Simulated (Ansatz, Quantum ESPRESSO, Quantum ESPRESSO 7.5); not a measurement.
# Work function of Pd(100), 5 layers, one monolayer of Cl on top sites

Wanted: work functions and the surface dipole of Pd(100), 5 layers, one monolayer of Cl on top sites at several levels, with their cost.

Method: plane-wave DFT, PBE, GBRV ultrasoft pseudopotentials (geometry and cross-check by Ansatz 0.2.0 with PAW datasets; geometry under PBE), in Quantum ESPRESSO 7.5.

**1. The starting structure**

The cell holds 6 atoms: 5 Pd and 1 Cl. Cell: a = 2.751 Å, b = 2.751 Å, c = 26.780 Å, α = 90.0°, β = 90.0°, γ = 90.0°. It derives from Pd. Vacuum lies along c.

This run has no spin polarisation although its electron count is odd. A spin-polarised state was not tried and may lie lower.

**2. Relaxation with Ansatz**

The geometry comes first, from a plane-wave PAW code, so that the later runs on this slab share one structure.

Input file input.yaml:

```yaml
crystal:
  lattice:
    - [2.7506453788, 0.0, 0.0]
    - [0.0, 2.7506453788, 0.0]
    - [0.0, 0.0, 26.78]
  atoms:
    - { symbol: Pd, position: [0.0, 0.0, 0.3099327857] }
    - { symbol: Pd, position: [0.5, 0.5, 0.3825616131] }
    - { symbol: Pd, position: [0.0, 0.0, 0.4551904406] }
    - { symbol: Pd, position: [0.5, 0.5, 0.5278192681] }
    - { symbol: Pd, position: [0.0, 0.0, 0.6004480956] }
    - { symbol: Cl, position: [0.0, 0.0, 0.6904406273] }
kpoints:
  mp_grid: { grid: [10, 10, 1] }
hamiltonian:
  xc: pbe
scf:
  occupations: { method: fermi_dirac, width: 0.1 }
  convergence: { dr2_threshold: 1.0e-08 }
efield:
  axis: 3
  dipole_correction: true
  ramp_position: 0.97
  ramp_width: 0.04
relax:
  f_tol: 0.01
  constraints: [{ sites: [0, 1, 2] }]
output:
  write_potential: true
  write_density: true
  volumetric_format: npy
```

On the command line:

```sh
$ ansatz run input.yaml --threads 4 --pin off --max-ram 8192MiB --backend cpu --events-out ev --progress --plain --runs-dir out
```

Numbers of over 12 decimals in the logs are rounded to 6 here.

Log:

```text
Engine: ansatz 0.2.0, aarch64-unknown-linux-gnu
Pseudopotentials: kind: paw
Pseudopotential: Pd, paw, valence charge 18, recommended cutoff 420 eV (normal), Pd.paw.azcp
Pseudopotential: Cl, paw, valence charge 7, recommended cutoff 420 eV (normal), Cl.paw.azcp
Functional definition: PBE
  parameter kappa = 0.804
  parameter beta = 0.066725
  exchange = pbe_x(kappa = kappa, mu = beta*pi^2/3)
  correlation = pbe_c(beta = beta)
Crystal: 6 atoms, lattice volume = 202.619 Å³
Basis set: ecut = 420 eV, 4045 PW (Γ), exchange–correlation on 40×40×360 points (8 copies of the dense FFT grid, shifted against one another)
Bands: 59, of which v1, the nominal top of the filled ones, is band 49 counted from 1 (48 counted from 0)
Symmetry: 8 space group operations
Space group: P4mm (ITA 99), of the structure as read, at distance tolerance 5.9e-5 Å
k-points: 21 of 100
Non-local potential: Pd, projectors of the file, l = 0: 2, l = 1: 2, l = 2: 2, l = 3: 1
Non-local potential: Cl, projectors of the file, l = 0: 2, l = 1: 2, l = 2: 2
PAW form: soft (Blöchl's): semilocal exchange-correlation on the pseudo side does not see the compensation charge
PAW one-centre angular grid: Pd, 590 points (default); XC on 64 Gauss nodes
PAW one-centre angular grid: Cl, 110 points (default); XC on 64 Gauss nodes
Initial density: superposition of atomic densities (neutral atoms: chi_scale 0, normalization atom), corrected by the library's trained network
Initial wavefunctions: pseudopotential atomic-orbital guess
Functional: x = pbe(κ = 0.804, μ = 0.219515), c = pbe(β = 0.066725)
SCF iter   1: F=—  HF=-35942.788614 eV  |F-HF|=—  |Δ(HF+E_count)|=         —  Δρ=1.21e-2  dr2=4.45e0  ethr=1.77e-3  p=-0.044 e·Å  D=-3.95e-2 V/Å  ΔV_dip=1.06 eV  dr2_dipole=2.30e0  V_vac-E_F(+/−)=5.73/4.67 eV  ⟨swp⟩=9.1  Hψ=5780  notcnv=0  defer=21
efield: sawtooth ramp at fractional position 0.9700 (set: `efield.ramp_position`, or a place that a band, a saddle search or an elastic batch's reference lends), width 0.0400; the density the first Hamiltonian is built on has a dipole p = -0.044 e·Å; the dipole correction subtracts the counter field D = -3.95e-2 V/Å, which shifts the + side's vacuum level by +1.06 eV against the − side's; the planar-averaged density in the ramp window peaks in size at 1.5e-5 e/Å³
preconditioner: auto → LDOS  [metal: Δε(μ)=0.013 eV  Ē_g=7.890 eV  σ=0.100 eV  W_gap=0.03  n_scr=48 (ndim 8)  ℏωp=19.7 eV  f_vac=0.509  D(μ)=10.09/eV (n_scr^D=92)  β→1.0]
SCF iter   2: F=—  HF=-35942.747050 eV  |F-HF|=—  |Δ(HF+E_count)|=   4.16e-2  Δρ=5.10e-3  dr2=1.05e-1  ethr=1.77e-3  p=-0.032 e·Å  D=-2.90e-2 V/Å  ΔV_dip=0.78 eV  dr2_dipole=1.00e-2  V_vac-E_F(+/−)=5.84/5.06 eV  ⟨swp⟩=2.0  Hψ=1507  notcnv=0  defer=46
SCF iter   3: F=—  HF=-35942.744285 eV  |F-HF|=—  |Δ(HF+E_count)|=   2.76e-3  Δρ=2.47e-3  dr2=4.86e-2  ethr=1.08e-4  p=-0.035 e·Å  D=-3.13e-2 V/Å  ΔV_dip=0.84 eV  dr2_dipole=7.41e-5  V_vac-E_F(+/−)=5.83/4.99 eV  ⟨swp⟩=2.0  Hψ=1907  notcnv=0  defer=49
SCF iter   4: F=—  HF=-35942.739949 eV  |F-HF|=—  |Δ(HF+E_count)|=   4.34e-3  Δρ=1.56e-3  dr2=1.07e-2  ethr=5.01e-5  p=-0.033 e·Å  D=-2.96e-2 V/Å  ΔV_dip=0.79 eV  dr2_dipole=3.09e-4  V_vac-E_F(+/−)=5.84/5.05 eV  ⟨swp⟩=2.0  Hψ=1745  notcnv=0  defer=49
SCF iter   5: F=—  HF=-35942.739743 eV  |F-HF|=—  |Δ(HF+E_count)|=   2.06e-4  Δρ=7.50e-4  dr2=2.90e-3  ethr=1.10e-5  p=-0.033 e·Å  D=-2.91e-2 V/Å  ΔV_dip=0.78 eV  dr2_dipole=8.88e-7  V_vac-E_F(+/−)=5.85/5.07 eV  ⟨swp⟩=2.0  Hψ=1743  notcnv=0  defer=49
SCF iter   6: F=—  HF=-35942.739489 eV  |F-HF|=—  |Δ(HF+E_count)|=   2.54e-4  Δρ=2.62e-4  dr2=3.01e-4  ethr=2.99e-6  p=-0.033 e·Å  D=-2.91e-2 V/Å  ΔV_dip=0.78 eV  dr2_dipole=2.47e-5  V_vac-E_F(+/−)=5.85/5.07 eV  ⟨swp⟩=1.9  Hψ=1588  notcnv=0  defer=49
SCF iter   7: F=—  HF=-35942.739495 eV  |F-HF|=—  |Δ(HF+E_count)|=   6.08e-6  Δρ=7.81e-5  dr2=8.39e-5  ethr=3.11e-7  p=-0.033 e·Å  D=-2.90e-2 V/Å  ΔV_dip=0.78 eV  dr2_dipole=1.37e-5  V_vac-E_F(+/−)=5.86/5.08 eV  ⟨swp⟩=2.0  Hψ=1732  notcnv=0  defer=49
SCF iter   8: F=—  HF=-35942.739455 eV  |F-HF|=—  |Δ(HF+E_count)|=   4.05e-5  Δρ=4.10e-5  dr2=1.20e-5  ethr=8.64e-8  p=-0.033 e·Å  D=-2.91e-2 V/Å  ΔV_dip=0.78 eV  dr2_dipole=3.23e-7  V_vac-E_F(+/−)=5.86/5.08 eV  ⟨swp⟩=1.5  Hψ=1279  notcnv=0  defer=49
SCF iter   9: F=—  HF=-35942.739449 eV  |F-HF|=—  |Δ(HF+E_count)|=   5.33e-6  Δρ=1.23e-5  dr2=7.62e-7  ethr=1.23e-8  p=-0.033 e·Å  D=-2.92e-2 V/Å  ΔV_dip=0.78 eV  dr2_dipole=4.79e-8  V_vac-E_F(+/−)=5.85/5.07 eV  ⟨swp⟩=2.0  Hψ=1690  notcnv=0  defer=49
SCF iter  10: F=—  HF=-35942.739290 eV  |F-HF|=—  |Δ(HF+E_count)|=   1.59e-4  Δρ=7.78e-6  dr2=2.14e-7  ethr=7.86e-10  p=-0.033 e·Å  D=-2.92e-2 V/Å  ΔV_dip=0.78 eV  dr2_dipole=3.94e-9  V_vac-E_F(+/−)=5.85/5.07 eV  ⟨swp⟩=2.1  Hψ=1823  notcnv=0  defer=43
SCF iter  11: F=—  HF=-35942.739290 eV  |F-HF|=—  |Δ(HF+E_count)|=   1.87e-7  Δρ=4.15e-6  dr2=6.66e-8  ethr=2.20e-10  p=-0.033 e·Å  D=-2.92e-2 V/Å  ΔV_dip=0.78 eV  dr2_dipole=3.25e-9  V_vac-E_F(+/−)=5.85/5.07 eV  ⟨swp⟩=2.0  Hψ=1555  notcnv=0  defer=43
SCF iter  12: F=—  HF=-35942.739290 eV  |F-HF|=—  |Δ(HF+E_count)|=   2.57e-8  Δρ=1.75e-6  dr2=1.77e-8  ethr=6.87e-11  p=-0.033 e·Å  D=-2.92e-2 V/Å  ΔV_dip=0.78 eV  dr2_dipole=1.02e-9  V_vac-E_F(+/−)=5.85/5.07 eV  ⟨swp⟩=2.2  Hψ=1695  notcnv=0  defer=43
SCF iter  13: F=-35942.739290 eV  HF=-35942.739290 eV  |F-HF|=2.13e-8  |Δ(HF+E_count)|=   5.94e-9  Δρ=8.75e-7  dr2=3.31e-9  ethr=1.03e-11  p=-0.033 e·Å  D=-2.92e-2 V/Å  ΔV_dip=0.78 eV  dr2_dipole=6.01e-10  V_vac-E_F(+/−)=5.85/5.07 eV  ⟨swp⟩=8.9  Hψ=7598  notcnv=0
SCF 1 converged in 13 iterations: F = -35942.739290 eV  dr2 = 3.31e-9
  greatest PAW one-centre occupation: 0.999 electrons in one spin orbital (limit 2), on the Pd atom at site 0 (counted from 0), in its partial waves of l = 0
relax step   1: F+E_penalty+E_count = -35942.73929049 eV  Δ(F+E_penalty+E_count) = +0.000e0 eV  max|allowed force component| = 8.863e-1 eV/Å  Δτ_max = 0.0000 Å  (13 SCF iters, accepted)
Initial density: handed on by an earlier stage of this run
Initial wavefunctions: those handed on with the density
iter 1 solved again at ethr=1.14e-3 eV; its pass at ethr=3.10e-3 eV (dr2=1.11e0 eV) is discarded
SCF iter   1: F=—  HF=-35942.845878 eV  |F-HF|=—  |Δ(HF+E_count)|=         —  Δρ=1.41e-2  dr2=9.35e-1  ethr=1.14e-3  p=-0.033 e·Å  D=-2.92e-2 V/Å  ΔV_dip=0.78 eV  dr2_dipole=2.58e-1  V_vac-E_F(+/−)=5.85/5.07 eV  ⟨swp⟩=1.0  Hψ=4961  notcnv=0  defer=38
[...]
SCF iter   7: F=—  HF=-35942.796935 eV  |F-HF|=—  |Δ(HF+E_count)|=   7.95e-5  Δρ=2.02e-5  dr2=1.34e-6  ethr=2.54e-8  p=-0.025 e·Å  D=-2.26e-2 V/Å  ΔV_dip=0.61 eV  dr2_dipole=7.60e-9  V_vac-E_F(+/−)=5.68/5.07 eV  ⟨swp⟩=2.0  Hψ=1637  notcnv=0  defer=50
SCF iter   8: F=—  HF=-35942.796745 eV  |F-HF|=—  |Δ(HF+E_count)|=   1.90e-4  Δρ=8.85e-6  dr2=2.99e-7  ethr=1.38e-9  p=-0.025 e·Å  D=-2.26e-2 V/Å  ΔV_dip=0.61 eV  dr2_dipole=2.17e-10  V_vac-E_F(+/−)=5.68/5.07 eV  ⟨swp⟩=2.0  Hψ=1970  notcnv=0  defer=50
SCF iter   9: F=—  HF=-35942.796745 eV  |F-HF|=—  |Δ(HF+E_count)|=   1.24e-7  Δρ=3.98e-6  dr2=8.28e-8  ethr=3.08e-10  p=-0.025 e·Å  D=-2.26e-2 V/Å  ΔV_dip=0.61 eV  dr2_dipole=2.51e-10  V_vac-E_F(+/−)=5.68/5.07 eV  ⟨swp⟩=2.0  Hψ=1689  notcnv=0  defer=50
SCF iter  10: F=—  HF=-35942.796745 eV  |F-HF|=—  |Δ(HF+E_count)|=   1.90e-8  Δρ=1.65e-6  dr2=2.70e-8  ethr=8.54e-11  p=-0.025 e·Å  D=-2.26e-2 V/Å  ΔV_dip=0.61 eV  dr2_dipole=3.71e-11  V_vac-E_F(+/−)=5.68/5.07 eV  ⟨swp⟩=2.2  Hψ=1665  notcnv=0  defer=50
SCF iter  11: F=-35942.796745 eV  HF=-35942.796745 eV  |F-HF|=1.31e-8  |Δ(HF+E_count)|=   2.24e-9  Δρ=9.13e-7  dr2=3.58e-9  ethr=1.03e-11  p=-0.025 e·Å  D=-2.26e-2 V/Å  ΔV_dip=0.61 eV  dr2_dipole=2.01e-10  V_vac-E_F(+/−)=5.68/5.07 eV  ⟨swp⟩=8.7  Hψ=7597  notcnv=0
SCF 3 converged in 11 iterations: F = -35942.796745 eV  dr2 = 3.58e-9
relax step   3: F+E_penalty+E_count = -35942.79674512 eV  Δ(F+E_penalty+E_count) = -8.453e-3 eV  max|allowed force component| = 7.239e-2 eV/Å  Δτ_max = 0.0887 Å  (11 SCF iters, accepted)
SCF iter   1: F=—  HF=-35942.797427 eV  |F-HF|=—  |Δ(HF+E_count)|=         —  Δρ=8.41e-4  dr2=1.53e-2  ethr=5.20e-5  p=-0.025 e·Å  D=-2.26e-2 V/Å  ΔV_dip=0.61 eV  dr2_dipole=7.12e-3  V_vac-E_F(+/−)=5.68/5.07 eV  ⟨swp⟩=2.1  Hψ=2011  notcnv=0  defer=50
efield: sawtooth ramp at fractional position 0.9700 (set: `efield.ramp_position`, or a place that a band, a saddle search or an elastic batch's reference lends), width 0.0400; the density the first Hamiltonian is built on has a dipole p = -0.025 e·Å; the dipole correction subtracts the counter field D = -2.26e-2 V/Å, which shifts the + side's vacuum level by +0.61 eV against the − side's; the planar-averaged density in the ramp window peaks in size at 9.3e-7 e/Å³
preconditioner: auto → LDOS  [metal: Δε(μ)=0.019 eV  Ē_g=7.923 eV  σ=0.100 eV  W_gap=0.05  n_scr=48 (ndim 8)  ℏωp=19.7 eV  f_vac=0.507  D(μ)=10.64/eV (n_scr^D=94)  β→1.0]
SCF iter   2: F=—  HF=-35942.797301 eV  |F-HF|=—  |Δ(HF+E_count)|=   1.26e-4  Δρ=2.85e-4  dr2=2.83e-4  ethr=1.58e-5  p=-0.026 e·Å  D=-2.33e-2 V/Å  ΔV_dip=0.62 eV  dr2_dipole=1.88e-5  V_vac-E_F(+/−)=5.70/5.07 eV  ⟨swp⟩=1.5  Hψ=1452  notcnv=0  defer=49
SCF iter   3: F=—  HF=-35942.797312 eV  |F-HF|=—  |Δ(HF+E_count)|=   1.15e-5  Δρ=2.07e-4  dr2=2.09e-4  ethr=2.92e-7  p=-0.026 e·Å  D=-2.32e-2 V/Å  ΔV_dip=0.62 eV  dr2_dipole=6.09e-6  V_vac-E_F(+/−)=5.69/5.07 eV  ⟨swp⟩=2.9  Hψ=2341  notcnv=0  defer=49
SCF iter   4: F=—  HF=-35942.797274 eV  |F-HF|=—  |Δ(HF+E_count)|=   3.84e-5  Δρ=7.01e-5  dr2=1.88e-5  ethr=2.16e-7  p=-0.026 e·Å  D=-2.33e-2 V/Å  ΔV_dip=0.62 eV  dr2_dipole=4.92e-10  V_vac-E_F(+/−)=5.69/5.07 eV  ⟨swp⟩=2.0  Hψ=1764  notcnv=0  defer=49
SCF iter   5: F=—  HF=-35942.797336 eV  |F-HF|=—  |Δ(HF+E_count)|=   6.21e-5  Δρ=3.04e-5  dr2=6.53e-6  ethr=1.94e-8  p=-0.026 e·Å  D=-2.32e-2 V/Å  ΔV_dip=0.62 eV  dr2_dipole=2.08e-7  V_vac-E_F(+/−)=5.69/5.07 eV  ⟨swp⟩=2.1  Hψ=1792  notcnv=0  defer=49
SCF iter   6: F=—  HF=-35942.797164 eV  |F-HF|=—  |Δ(HF+E_count)|=   1.72e-4  Δρ=1.07e-5  dr2=6.06e-7  ethr=6.73e-9  p=-0.026 e·Å  D=-2.32e-2 V/Å  ΔV_dip=0.62 eV  dr2_dipole=1.45e-7  V_vac-E_F(+/−)=5.69/5.07 eV  ⟨swp⟩=1.1  Hψ=1205  notcnv=0  defer=49
SCF iter   7: F=—  HF=-35942.797164 eV  |F-HF|=—  |Δ(HF+E_count)|=   1.28e-8  Δρ=3.29e-6  dr2=4.83e-8  ethr=6.25e-10  p=-0.026 e·Å  D=-2.32e-2 V/Å  ΔV_dip=0.62 eV  dr2_dipole=4.00e-9  V_vac-E_F(+/−)=5.69/5.07 eV  ⟨swp⟩=1.7  Hψ=1379  notcnv=0  defer=49
SCF iter   8: F=-35942.797164 eV  HF=-35942.797164 eV  |F-HF|=5.41e-9  |Δ(HF+E_count)|=   1.21e-7  Δρ=1.19e-6  dr2=9.19e-9  ethr=1.03e-11  p=-0.026 e·Å  D=-2.32e-2 V/Å  ΔV_dip=0.62 eV  dr2_dipole=1.24e-9  V_vac-E_F(+/−)=5.69/5.07 eV  ⟨swp⟩=9.5  Hψ=8401  notcnv=0
SCF 4 converged in 8 iterations: F = -35942.797164 eV  dr2 = 9.19e-9
relax step   4: F+E_penalty+E_count = -35942.79716409 eV  Δ(F+E_penalty+E_count) = -4.190e-4 eV  max|allowed force component| = 4.683e-3 eV/Å  Δτ_max = 0.0088 Å  (8 SCF iters, accepted)
NSCF: frozen V_eff on 21 k-points
the band table was solved once a step of the walk had ended and its energy, with any forces and stress, was formed, with the checks that follow a solve (6650 applications of the Hamiltonian). They found nothing against the state; the energy, forces and stress were not computed again (output.eigenvalues in the input reference)
WARN: The output density's exchange-correlation potential varies sharply where the density is thin. Do not read a vacuum level from v_tot or v_xc, or from such a field of the output density. On a cell that repeats whose density bears no net charge and no dipole along the vacuum's axis use v_es (v_loc + v_h of the components); under efield.dipole_correction with no amplitude use v_es + v_field, which holds any externa [...]
SCF converged after 8 iterations
Free energy (F): -35942.797164 eV
Harris-Foulkes:  -35942.797164 eV  (|F-HF|=5.41e-9)
Internal energy: -35942.464801 eV  (E = F + TS)
E sigma→0 (E₀):  -35942.630982 eV
Entropy (-TS):   -0.332363 eV (-55.394 meV/atom)
Fermi energy:    4.857539 eV
Dipole field:    D = -0.023266 V/Å  (p = -0.026052 e·Å, saw-weighted, corrected)
Work function:   Φ+ = 5.6939 eV   Φ− = 5.0708 eV
Levels:          The Fermi level and band energies are counted from a zero that moves with the ramp; work functions are not
--- Per-component energies (eV) ---
  E_band       = -2031.368690
  E_kinetic    = 2727.994608
  E_local      = -184523.516675  (includes V_loc(G=0)·N_el)
  E_nonlocal   = 1116.164884
  E_hartree    = 90735.291524
  E_xc         = -948.157211
  E_vxc        = -1176.918586  (∫ρ·V_xc dr)
  E_paw        = -19410.871392  (= ΣΔE_a)
  E_vpaw       = -1644.701196  (= ΣTr[D̂ρ^β])
  E_aug_tail   = 0.001175  (compensation charges beyond the density's cutoff)
  E_efield     = 0.000303  (sawtooth field / dipole correction)
  E_vefield    = -0.966758  (∫n·V_field dr)
  E_ewald      = 74360.627985
  E_smearing   = -0.332363  (= −TS)
  E_closure    = -0.000000  (closes the sum)
  Σ components = -35942.797164   (vs F -35942.797164, Δ=0.00e0)
--- Forces (eV/Å), atoms counted from 1 ---
  atom   1  Pd    -0.00000000     0.00000000    -0.20112652
  atom   2  Pd     0.00000000     0.00000000    -0.14792508
  atom   3  Pd     0.00000000     0.00000000     0.34849886
  atom   4  Pd     0.00000000     0.00000000     0.00011116
  atom   5  Pd     0.00000000     0.00000000     0.00468275
  atom   6  Cl     0.00000000     0.00000000    -0.00426345
  max |Σ_I F_I| component: 2.23e-5 eV/Å
--- Band table (eV; the first three rows and the last of 21) ---
  k-point 0: bands = [... 45 lower, 4.3302, 4.5967, 4.8090, 4.8285, 4.8285, 5.0452, 5.1033, 5.1033, ... 6 higher]
  k-point 1: bands = [... 45 lower, 4.3774, 4.3971, 4.4595, 4.5562, 4.7076, 4.9218, 5.1276, 5.7917, ... 6 higher]
  k-point 2: bands = [... 45 lower, 3.8829, 4.1838, 4.3511, 4.7160, 4.9190, 4.9215, 5.2197, 6.7366, ... 6 higher]
  k-point 20: bands = [... 45 lower, 5.1700, 5.2321, 5.3163, 5.4907, 9.0432, 9.0432, 10.7829, 10.7829, ... 6 higher]
--- Relaxed structure (4 steps of the walk, 4 accepted, 0 SCFs on fresh bases) ---
  F+E_penalty+E_count = -35942.79716409 eV   max|allowed force component| = 4.683e-3 eV/Å
  atoms:
    - { symbol: Pd, position: [0.0, 0.0, 0.3099327857] }
    - { symbol: Pd, position: [0.5, 0.5, 0.382562] }
    - { symbol: Pd, position: [0.0, 0.0, 0.4551904406] }
    - { symbol: Pd, position: [0.5, 0.5, 0.530708] }
    - { symbol: Pd, position: [0, 0.0, 0.606517] }
    - { symbol: Cl, position: [0, 0.0, 0.692722] }
```

The job ended after 19 s (4 threads of Arm Neoverse V2, shared host; peak memory 0.61 GiB).

Relaxation path:

```
step  energy less that of the first step (eV)  largest force component (eV/Å)
   1                                   0.0000                          0.8863
   2                                  -0.0490                          0.2847
   3                                  -0.0575                          0.0724
   4                                  -0.0579                          0.0047
```

The atoms that moved most (Å):

```csv
atom,dx,dy,dz,length
Pd5,0.000,0.000,0.163,0.163
Pd4,0.000,0.000,0.077,0.077
Cl6,0.000,0.000,0.061,0.061
```

The relaxation lowers the energy by 10 meV an atom. Held were the atoms numbered 1, 2 and 3; the forces quoted are those on the free ones.

Read from the output:

```
free energy                     : -35942.7972 eV
energy at zero smearing         : -35942.6310 eV
smearing term TS                : 0.3324 eV
Fermi energy                    : 4.858 eV
symmetry operations             : 8
work function of the upper face : 5.694 eV
work function of the lower face : 5.071 eV
dipole along the normal         : -0.02605 e·Å
```

(Continued in part 2 of 4.)

[Logs are printed without paths, hosts, clocks, repeated set-up lines and the standing remarks that a program may print on its own settings, such as how far it seeks lower states.]

[Hosts, paths, dates, database ids (printed as entryN), source tags and the programs' standing remarks are cut or masked in the printed files.]

[Maps of the electrostatic potential energy from Ansatz leave out the sawtooth potential of an applied field or a dipole correction, so their vacuum need not be flat; planar profiles and work functions include it.]
